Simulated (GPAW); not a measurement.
# How TiC absorbs and reflects light

Aim: the dielectric function of TiC, and the optical constants that follow from it. The cell comes from an older database entry, whose edges can differ from later determinations, mostly by under a per cent.

Main program and level: GPAW 26.7.0; DFT, LDA, plane-wave PAW (GPAW data sets), scalar-relativistic, RPA, optical limit.

The database entry behind the starting cell differs from later determinations by our own check (0.1 to 0.3 % short, probably kX units), so it need not match the best structure at ambient conditions.

### 1. The structure

Symmetry: Fm-3m, No. 225, cubic system. Conventional cell: a = 4.319 Å, b = 4.319 Å, c = 4.319 Å, α = 90.00°, β = 90.00°, γ = 90.00°. Nearest to Ti lie 6 C at 2.16 Å. C has 6 Ti at 2.16 Å nearest. Farther neighbours are not listed.

Structure file:

```
Ti C
1.0
     0.00000    2.15930    2.15930
     2.15930    0.00000    2.15930
     2.15930    2.15930    0.00000
Ti C
1 1
Direct
  0.00000 0.00000 0.00000
  0.50000 0.50000 0.50000
```

### 2. Bands for the response

At the fixed density, many empty bands are solved on the mesh of the response, since the spectrum sums over them.

This step: DFT, LDA, plane-wave PAW (GPAW data sets), scalar-relativistic, bands at fixed density (GPAW 26.7.0).

nscf.py

```python
from ase.dft.bandgap import bandgap
from gpaw import GPAW, FermiDirac

calc = GPAW('gs.gpw').fixed_density(kpts={'size': (14, 14, 14), 'gamma': True}, nbands=32, convergence={'bands': 26},
                                    occupations=FermiDirac(0.05), txt='nscf.txt')
print('gap (eV)', bandgap(calc, output=None)[0])
print('direct gap (eV)', bandgap(calc, direct=True, output=None)[0])
print('top band over the Fermi level (eV)', min(calc.get_eigenvalues(kpt=k)[25] for k in range(len(calc.get_ibz_k_points()))) - calc.get_fermi_level())
calc.write('full.gpw', mode='all')
```

Command:

```
> OMP_NUM_THREADS=1 python nscf.py
```

Numbers of over 12 decimals in the logs are rounded to 6 here.

Output:

```text
Diagonalizing LCAO Hamiltonian
Converting LCAO to pw mode
convergence criteria:
- Maximum integral of absolute [eigenst]ate change: 4e-08 eV^2 / valence electron
maximum number of iterations: 150

SCF iterations
|iter     |      energy | eigst |  dens |
|iter:   1||             | +2.68 |       |
|iter:   2||             | +0.72 |       |
|iter:   3||             | -1.06 |       |
|iter:   4||             | -2.42 |       |
|iter:   5||             | -4.13 |       |
|iter:   6||             | -5.61 |       |
|iter:   7||             | -7.35 |       |
|iter:   8||             | -8.04c|       |
SCF steps: 8
  __  _  _
 | _ |_)|_||  |
 |__||  | ||/\| - 26.7.0

Versions:
  Python: 3.12.14
  ASE:    3.29.0
  Numpy:  2.5.5
  Scipy:  1.18.1
  Libxc:  7.0.0

Input parameters:
  mode=PW(ecut=500.0),
  convergence={'bands': 26},
  gpts=array([16, 16, 16]),
  kpts=MonkhorstPack(size=(14, 14, 14), gamma=True),
  maxiter=150,
  nbands=32,
  occupations=Occupations(name='fermi-dirac', width=0.05, fixmagmom=False),
  parallel={},
  xc=XC(name='LDA')

--- standard output ---
gap (eV) 0.0
direct gap (eV) 0.0
top band over the Fermi level (eV) 35.097565
```

It took 22 s on 1 thread of Arm Neoverse V1, shared host; peak memory 0.17 GiB.

### 3. Dielectric function, RPA

Transitions between filled and empty bands, summed over the zone, give the optical response, so mesh, band count and broadening shape it.

The induced potential is part of this response.

This step: DFT, LDA, plane-wave PAW (GPAW data sets), scalar-relativistic, RPA, optical limit (GPAW 26.7.0).

df.py

```python
from gpaw.response.df import DielectricFunction

df = DielectricFunction('full.gpw', frequencies={'type': 'nonlinear', 'domega0': 0.03, 'omega2': 8},
                        ecut=50,
                        eta=0.15,
                        nbands=26,
                        rate=0.05,
                        txt='df.txt')
for direction in ['x']:
    df.get_dielectric_function(xc='RPA', direction=direction, filename=f'df_{direction}.csv')
```

Command:

```
> OMP_NUM_THREADS=1 python df.py
```

Output:

```text
Using integrator: PointIntegrator
NonLinearFrequencyDescriptor(from 0.000 to 98.221 eV, 539 points)
Nonperiodic BCs:  [False False False]
Using integrator: PointIntegrator
NonLinearFrequencyDescriptor(from 0.000 to 98.221 eV, 539 points)
Nonperiodic BCs:  [False False False]
Using integrator: PointIntegrator

Calculating chi0 body with:
    Ground state adapter containing:
    Number of spins: 1
    Number of kpoints: 2744
    Number of irreducible kpoints: 104
    Number of completely occupied states: 5
    Number of partially occupied states: 9

    Linear response parametrization:
    q_c: [0.0, 0.0, 0.0]
    Number of frequency points: 539
    Planewave cutoff: 50.0
    Number of bands: 26
    Number of planewaves: 15
    Broadening (eta): 0.15

Integrating chi0 body.

Symmetries of q_c:
    Direct symmetries (Uq -> q): 48
    Indirect symmetries (TUq -> q): 0
In total 48 allowed symmetries.

104 groups of equivalent kpoints. 96.209913% reduction.

Integral kind: spectral function

Calculating chi0 optical extensions with:
    Ground state adapter containing:
    Number of spins: 1
    Number of kpoints: 2744
    Number of irreducible kpoints: 104
    Number of completely occupied states: 5
    Number of partially occupied states: 9

    Linear response parametrization:
    Number of frequency points: 539
    Planewave cutoff: 50.0
    Number of bands: 26
    Number of planewaves: 15
    Broadening (eta): 0.15
Integrating chi0 head and wings.

Symmetries of q_c:
    Direct symmetries (Uq -> q): 48
    Indirect symmetries (TUq -> q): 0
In total 48 allowed symmetries.

104 groups of equivalent kpoints. 96.209913% reduction.

Integral kind: spectral function wings

Calculating drude chi0 with:
    Number of frequency points:539
    Plasma frequency decay rate: 0.05 eV

    Ground state adapter containing:
    Number of spins: 1
    Number of kpoints: 2744
    Number of irreducible kpoints: 104
    Number of completely occupied states: 5
    Number of partially occupied states: 9

Symmetries of q_c:
    Direct symmetries (Uq -> q): 48
    Indirect symmetries (TUq -> q): 0
In total 48 allowed symmetries.

104 groups of equivalent kpoints. 96.209913% reduction.

Integral kind: intraband
Plasma frequency:
[[3.31+0.j 0.  -0.j 0.  +0.j]
 [0.  -0.j 3.31+0.j 0.  -0.j]
 [0.  +0.j 0.  -0.j 3.31+0.j]]
```

Wall time 6.8 s (1 thread); peak memory 0.22 GiB.

Some rows of df_x.csv (energy; Re and Im without local fields; Re and Im with them):

```text
0.000000, 4471.819197, 0.000000, 4471.599009, 0.000000
0.429336, -11.997013, 70.919249, -12.036885, 70.824038
0.878195, -8.133729, 28.291720, -8.107521, 28.246564
1.347938, 9.084187, 19.194703, 9.078336, 19.172926
1.840057, 4.295642, 17.421956, 4.291350, 17.422450
2.356191, 4.970229, 14.103405, 4.970918, 14.096313
2.898142, 3.884710, 15.644672, 3.881611, 15.661445
3.467895, 1.087255, 11.881320, 1.086195, 11.917803
4.067647, 1.800977, 12.966938, 1.781575, 12.990243
4.699832, 1.038615, 11.660382, 1.006734, 11.682950
5.367152, -1.732643, 10.507978, -1.782453, 10.507091
6.072622, -1.551651, 7.123579, -1.500699, 7.115427
6.819608, -2.010556, 9.605821, -1.885276, 9.734571
7.611886, -1.467194, 4.879497, -1.464302, 5.045179
8.453705, -1.396869, 4.283225, -1.492421, 4.442878
9.349861, -2.201970, 4.085556, -2.387973, 4.289409
10.305790, -1.601781, 2.136509, -1.920709, 2.178659
11.327680, -0.264372, 1.285152, -0.536505, 1.146226
12.422601, 0.698495, 2.017963, 0.422812, 1.884535
13.598673, -0.278027, 2.383319, -0.324992, 2.178798
```

The Im ε, E ∥ x has structure finer than the step of the table below, so its rows give means over 0.5 eV, whole bins alone (the curve runs from 0.305 to 14.0 eV). Peaks (eV: height): 1.49: 21.6, 6.82: 9.73.

Sum at mesh points, not converged in k. Table of Im ε, E ∥ x by photon energy; means over each step:

photon energy (eV), Im ε, E ∥ x and a bar:
```
      1.0       22.8 ##############################
      1.5       20.0 ##########################
      2.0       16.5 #####################
      2.5       14.8 ###################
      3.0       15.3 ####################
      3.5       12.1 ###############
      4.0       12.2 ###############
      4.5       11.2 ##############
      5.0       11.5 ##############
      5.5        9.7 ############
      6.0        7.3 ########
      6.5        7.9 #########
      7.0        7.9 #########
      7.5        4.9 #####
      8.0        5.0 #####
      8.5        4.3 ####
      9.0        4.5 #####
      9.5        3.8 ####
     10.0        2.6 ##
     10.5        2.0 #
     11.0        1.3 
     11.5        1.3 
     12.0        1.5 
     12.5        1.9 #
     13.0        2.5 ##
     13.5        2.3 #
```

Values under 1 per cm are given as 1; sum at mesh points, not converged in k. Table of absorption coefficient, E ∥ x by photon energy:

photon energy (eV), log10 absorption coefficient, E ∥ x (1/cm) and a bar from the least value:
```
    0.492        5.5 
    1.010        5.5 #
    1.486        5.6 #####
    1.985        5.7 #######
    2.508        5.7 #########
    3.018        5.9 ###############
    3.510        5.9 ################
    3.980        6.0 ##################
    4.516        6.0 ###################
    4.981        6.1 ######################
    5.515        6.1 #########################
    6.021        6.1 ########################
    6.494        6.1 #######################
    6.985        6.3 ##############################
    7.496        6.1 #########################
    8.026        6.2 ############################
    8.516        6.2 ###########################
    9.023        6.2 ############################
    9.483        6.3 ##############################
   10.026        6.2 #############################
   10.519        6.2 ############################
   11.029        6.1 #########################
   11.479        6.0 ####################
   12.023        6.0 ###################
   12.504        6.1 ######################
   13.000        6.2 #########################
   13.512        6.2 ###########################
```

Sum at mesh points, not converged in k. The reflectivity at normal incidence, E ∥ x by photon energy; read off at these points:

```tsv
photon energy (eV)	reflectivity at normal incidence, E ∥ x (%)
0.500	73.8
0.750	67.4
1.000	56.7
1.250	47.2
1.500	50.7
1.750	49.4
2.000	45.4
2.250	45.4
2.500	43.2
2.750	45.2
3.000	45.6
3.250	46.9
3.500	42.8
3.750	39.6
4.000	43.2
4.112	44.4
4.250	42.8
4.500	40.9
4.750	43.2
5.000	43.6
5.250	46.9
5.466	47.2
5.500	47.1
5.750	45.2
6.000	42.4
6.250	37.7
6.500	36.3
6.750	43.7
7.000	52.0
7.153	53.4
7.250	52.0
7.500	40.7
7.750	39.6
8.000	45.7
8.250	41.4
8.500	38.8
8.750	38.6
9.000	40.4
9.250	43.1
9.500	47.8
9.750	47.0
10.000	52.8
10.250	47.7
10.500	47.3
10.750	50.7
11.000	46.8
11.250	35.5
11.500	23.8
11.750	20.2
12.000	16.9
12.250	13.9
12.500	15.3
12.750	16.4
13.000	20.4
13.250	22.9
13.500	24.8
13.750	22.2
```

Sum at mesh points, not converged in k. Loss function −Im 1/ε at q → 0, E ∥ x against energy loss; read off at these points:

```tsv
energy loss (eV)	loss function −Im 1/ε at q → 0, E ∥ x
0.500	0.0144
0.750	0.0258
1.000	0.0499
1.250	0.0471
1.500	0.0419
1.750	0.0500
2.000	0.0574
2.250	0.0598
2.500	0.0577
2.750	0.0570
3.000	0.0627
3.250	0.0669
3.500	0.0850
3.750	0.0838
4.000	0.0738
4.250	0.0898
4.500	0.0835
4.750	0.0864
5.000	0.0859
5.250	0.0878
5.500	0.0982
5.750	0.116
6.000	0.130
6.250	0.150
6.500	0.127
6.750	0.104
7.000	0.0990
7.250	0.127
7.500	0.188
7.750	0.169
8.000	0.154
8.250	0.201
8.500	0.201
8.750	0.201
9.000	0.192
9.250	0.183
9.500	0.177
9.750	0.200
10.000	0.191
10.250	0.253
10.500	0.265
10.750	0.287
11.000	0.398
11.250	0.643
11.403	0.740
11.500	0.722
11.750	0.697
12.000	0.704
12.250	0.571
12.500	0.492
12.750	0.422
13.000	0.406
13.250	0.394
13.500	0.425
13.750	0.477
```

The Im ε, E ∥ x has structure finer than the step of the table below, so its rows give means over 0.5 eV, whole bins alone (the curve runs from 0.305 to 14.0 eV). Peaks (eV: height): without local fields 1.49: 21.6, 6.82: 9.61; with local fields 1.49: 21.6, 6.82: 9.73.

Sum at mesh points, not converged in k. Im ε, E ∥ x against photon energy; means over each step:

```tsv
photon energy (eV)	without local fields	with local fields
1.0	22.8	22.8
1.5	20.1	20.0
2.0	16.5	16.5
2.5	14.8	14.8
3.0	15.3	15.3
3.5	12.0	12.1
4.0	12.1	12.2
4.5	11.2	11.2
5.0	11.5	11.5
5.5	9.69	9.67
6.0	7.33	7.31
6.5	7.83	7.87
7.0	7.76	7.92
7.5	4.74	4.90
8.0	4.84	5.04
8.5	4.18	4.34
9.0	4.31	4.50
9.5	3.61	3.80
10.0	2.52	2.63
10.5	1.96	1.98
11.0	1.34	1.26
11.5	1.43	1.29
12.0	1.60	1.48
12.5	2.11	1.94
13.0	2.79	2.45
13.5	2.54	2.30
```

Optical constants at common wavelengths, from n + ik = √ε:

```tsv
wavelength (nm)	n	k	R (%)	1/α
1064	3.43	2.477	46.8	34 nm
800	3.75	2.785	50.5	23 nm
633	3.28	2.445	46.0	21 nm
532	3.15	2.277	43.8	19 nm
450	3.31	2.368	45.3	15 nm
308	2.80	2.335	43.7	10 nm
193	1.94	1.823	35.2	8.4 nm
```

In reflection the computed colour is light grey: x = 0.316, y = 0.327, luminous reflectivity 45 %.

### 4. Results

In words: At this level (LDA, RPA) TiC is a metal. The mesh is too coarse to trust the carriers' weight, the reflectivity or the colour to better than tens of per cent. In reflection the computed colour is light grey: x = 0.316, y = 0.327, luminous reflectivity 45 %. The carriers' damping of 0.05 eV is typed, not computed; it shapes the response at the lowest energies. In this version of GPAW the matrix elements of the optical limit are incomplete, which can lower ε − 1 by up to a tenth where first-row anions or d states rule, and shift it by more in d metals. GPAW's carrier term has the form −ωp²/(ω + i·rate)², which damps like twice the rate and fails at low energy, so the curves leave the lowest energies out. The sum runs over mesh points 0.18 Å⁻¹ apart with no interpolation, so peaks are partly noise of the mesh, and the Drude plasma energy, a sum over the Fermi surface, isn't converged.

[Machine, clock and banner lines and Python warnings are left out of the logs.]

[Logs are printed without paths, hosts, clocks, repeated set-up lines and the standing remarks that a program may print on its own settings, such as how far it seeks lower states.]

[Hosts, paths, dates, database ids (printed as entryN), source tags and the programs' standing remarks are cut or masked in the printed files.]
